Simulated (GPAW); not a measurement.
# 1T-TiTe2 monolayer in an electric field, part 2 of 2

Wanted: the out-of-plane polarisability of 1T-TiTe2 monolayer.

GPAW 26.7.0; GPAW, PAW setups; layer in a repeated cell with vacuum, relaxation of atoms and in-plane cell (the session's first sound run).

So far. Step 4 (Field on): The dipole is now -0.0823 e Å, against -0.0012 in the run without a field. Step 5 (In a field): The dipole is now -0.0411 e Å, against -0.0012 in the run without a field.

## Step 7: In a field (continued)

Electrostatic potential energy of an electron (without an applied field's), less the Fermi level, planar mean against z:

z (Å), electrostatic potential energy of an electron (without an applied field's), less the Fermi level, planar mean (eV) and a bar from the least value:
```
      0.0        4.9 ##############################
      0.5        5.0 ##############################
      1.0        5.0 ##############################
      1.5        5.0 ##############################
      2.0        5.0 ##############################
      2.5        5.0 ##############################
      3.0        5.0 ##############################
      3.5        5.0 ##############################
      4.0        5.0 ##############################
      4.5        5.0 ##############################
      5.0        5.0 ##############################
      5.5        5.0 ##############################
      6.0        5.0 ##############################
      6.5        5.0 ##############################
      7.0        4.8 ##############################
      7.5        4.1 #############################
      8.0        1.5 #########################
      8.5       -7.3 ##############
      9.0      -17.7 
      9.5       -8.6 ############
     10.0       -3.4 ###################
     10.5       -9.4 ###########
     11.0       -9.5 ###########
     11.5       -3.5 ###################
     12.0       -8.7 ############
     12.5      -17.9 
     13.0       -7.6 #############
     13.5        1.2 #########################
     14.0        3.8 ############################
     14.5        4.5 #############################
     15.0        4.7 ##############################
     15.5        4.7 ##############################
     16.0        4.7 ##############################
     16.5        4.7 ##############################
     17.0        4.7 ##############################
     17.5        4.7 ##############################
     18.0        4.7 ##############################
     18.5        4.7 ##############################
     19.0        4.7 ##############################
     19.5        4.7 ##############################
     20.0        4.7 ##############################
     20.5        4.7 ##############################
     21.0        4.7 ##############################
```

## Step 8: In a field

Input file run.py:

```python
import json
import numpy as np
from ase import Atoms
from gpaw import GPAW, PW
from gpaw.external import ConstantElectricField

slab = Atoms(
    ['Te', 'Ti', 'Te'],
    positions=[
        [1.86847, 1.07876, 9.00000],
        [-0.00000, 0.00000, 10.75143],
        [0.00000, 2.15752, 12.50285]],
    cell=[[3.73695, 0.0, 0.0], [-1.86847, 3.2363, 0.0], [0.0, 0.0, 21.5029]],
    pbc=[True, True, False])

slab.calc = GPAW(mode=PW(400), xc='PBE', kpts={'size': (9, 9, 1), 'gamma': True},
                 occupations={'name': 'fermi-dirac', 'width': 0.05}, nbands='160%',
                 convergence={'density': 1e-05}, maxiter=200,
                 poissonsolver={'dipolelayer': 'xy'},
                 external=ConstantElectricField(0.1, [0, 0, 1]),
                 symmetry={'tolerance': 1e-3}, txt='slab.txt')
result = {}
energy = slab.get_potential_energy()
fermi = slab.calc.get_fermi_level()
v = slab.calc.get_electrostatic_potential().mean((0, 1)) - fermi
n = slab.calc.get_pseudo_density().mean((0, 1))
L = slab.cell[2, 2]
z = np.arange(len(v)) * L / len(v)
low, high = slab.positions[:, 2].min(), slab.positions[:, 2].max()
below, above = np.interp([low - 6.8, high + 6.8], z, v)
slopes = [np.interp(x, z, np.gradient(v, z)) for x in (low - 6.8, high + 6.8)]
eps = np.array([[slab.calc.get_eigenvalues(k, s) for k in range(len(slab.calc.get_ibz_k_points()))]
                for s in range(slab.calc.get_number_of_spins())]) - fermi
top, bottom = eps[eps < 0].max(), eps[eps > 0].min()
dipole = slab.get_dipole_moment()[2]
print(f'energy {energy:.4f} eV, Fermi level {fermi:.4f} eV, dipole {dipole:.5f} e A')
print(f'potential 6.8 A off the faces, from the Fermi level: lower {below:.4f} eV, upper {above:.4f} eV')
print(f'slope of the potential there: lower {slopes[0]:.5f}, upper {slopes[1]:.5f} eV/A')
print(f'nearest levels on the mesh: {top:.4f} and {bottom:.4f} eV')
print('magnetic moment', round(slab.get_magnetic_moment(), 3))
result.update(energy=energy, fermi=fermi, dipole=dipole, below=below, above=above, slopes=slopes, edges=[top, bottom],
              z=z.tolist(), v=v.tolist(), n=n.tolist(), positions=slab.positions.tolist(),
              forces=slab.get_forces(apply_constraint=False).tolist(), moments=slab.get_magnetic_moments().tolist())
json.dump(result, open('result.json', 'w'))
```

The run is started by

```bash
$ OMP_NUM_THREADS=1 OPENBLAS_NUM_THREADS=1 python run.py
```

Elapsed: 71 s, on 1 thread of Intel Xeon Platinum 8488C (Sapphire Rapids), shared host; peak memory 0.29 GiB.

The dipole is now 0.0411 e Å, against -0.0012 in the run without a field.

## Step 9: Field on

run.py: that of step 8 with these lines changed.

```diff
@@ -19,3 +19,3 @@
                  poissonsolver={'dipolelayer': 'xy'},
-                 external=ConstantElectricField(0.1, [0, 0, 1]),
+                 external=ConstantElectricField(0.2, [0, 0, 1]),
                  symmetry={'tolerance': 1e-3}, txt='slab.txt')
```

The job ended after 64 s (1 thread; peak memory 0.29 GiB).

The dipole is now 0.0823 e Å, against -0.0012 in the run without a field.

## Step 10: Field on

run.py: that of step 9 with these lines changed.

```diff
@@ -19,3 +19,3 @@
                  poissonsolver={'dipolelayer': 'xy'},
-                 external=ConstantElectricField(0.2, [0, 0, 1]),
+                 external=ConstantElectricField(0.3, [0, 0, 1]),
                  symmetry={'tolerance': 1e-3}, txt='slab.txt')
```

Run time: 65 s. Hardware: 1 thread; peak memory 0.29 GiB.

The dipole is now 0.123 e Å, against -0.0012 in the run without a field.

## Step 11: The series

The members are put on one axis.

This step: induced dipole against applied field (GPAW 26.7.0).

Dipole along the normal against field:

```csv
field (V/Å),dipole along the normal (e·Å)
-0.200,-0.0823
-0.100,-0.0411
-0.050,-0.0206
0.000,-0.00116
0.050,0.0206
0.100,0.0411
0.200,0.0823
0.300,0.123
```

## Step 12: A changed run

One more run, with changed settings.

This step: GPAW, PAW setups; slab in vacuum (GPAW 26.7.0).

run.py: that of step 10 with these lines changed.

```diff
@@ -4,3 +4,2 @@
 from gpaw import GPAW, PW
-from gpaw.external import ConstantElectricField
 
@@ -15,7 +14,6 @@
 
-slab.calc = GPAW(mode=PW(400), xc='PBE', kpts={'size': (9, 9, 1), 'gamma': True},
+slab.calc = GPAW(mode=PW(100), xc='PBE', kpts={'size': (9, 9, 1), 'gamma': True},
                  occupations={'name': 'fermi-dirac', 'width': 0.05}, nbands='160%',
-                 convergence={'density': 1e-05}, maxiter=200,
+                 convergence={'density': 1e-05}, maxiter=50,
                  poissonsolver={'dipolelayer': 'xy'},
-                 external=ConstantElectricField(0.3, [0, 0, 1]),
                  symmetry={'tolerance': 1e-3}, txt='slab.txt')
```

The job ended after 4.7 s (1 thread; peak memory 0.13 GiB).

The run finished. A setting was moved off its sound value on purpose, so it serves as a test and not as the result.

The fault put into the input: a cutoff far too low (ecut = 100).

## Step 13: Results

```json
{
  "work function, upper and lower face": "4.875 and 4.867 eV",
  "dipole along the normal": "-0.0012 e Å, near the numerical noise",
  "induced dipole per field": "0.411 e Å per V/Å",
  "out-of-plane polarisability per area, α/(ε0 A)": "6.16 Å"
}
```

In words: The field induces 0.411 e Å per V/Å, a polarisable thickness α/(ε0 A) of 6.16 Å beside 3.50 Å between the outermost nuclei. A perfect conductor would give the distance between its two image planes; a dielectric of thickness t gives t(1 - 1/ε). The induced dipole is linear in the field over this range. The small printed dipole stands for a step of 17 meV from the lower to the upper face, and the probes find 8.3 meV; values this small are near the numerical noise of both. The runs had no spin polarisation, so a magnetic state, which thin layers of d-metal atoms can have, wasn't tested. The layer's cell and atoms come from the relaxation; spin-orbit coupling and temperature are left out.

[Logs are printed without paths, hosts, clocks, repeated set-up lines and the standing remarks that a program may print on its own settings, such as how far it seeks lower states.]

[Hosts, paths, dates, database ids (printed as entryN), source tags and the programs' standing remarks are cut or masked in the printed files.]
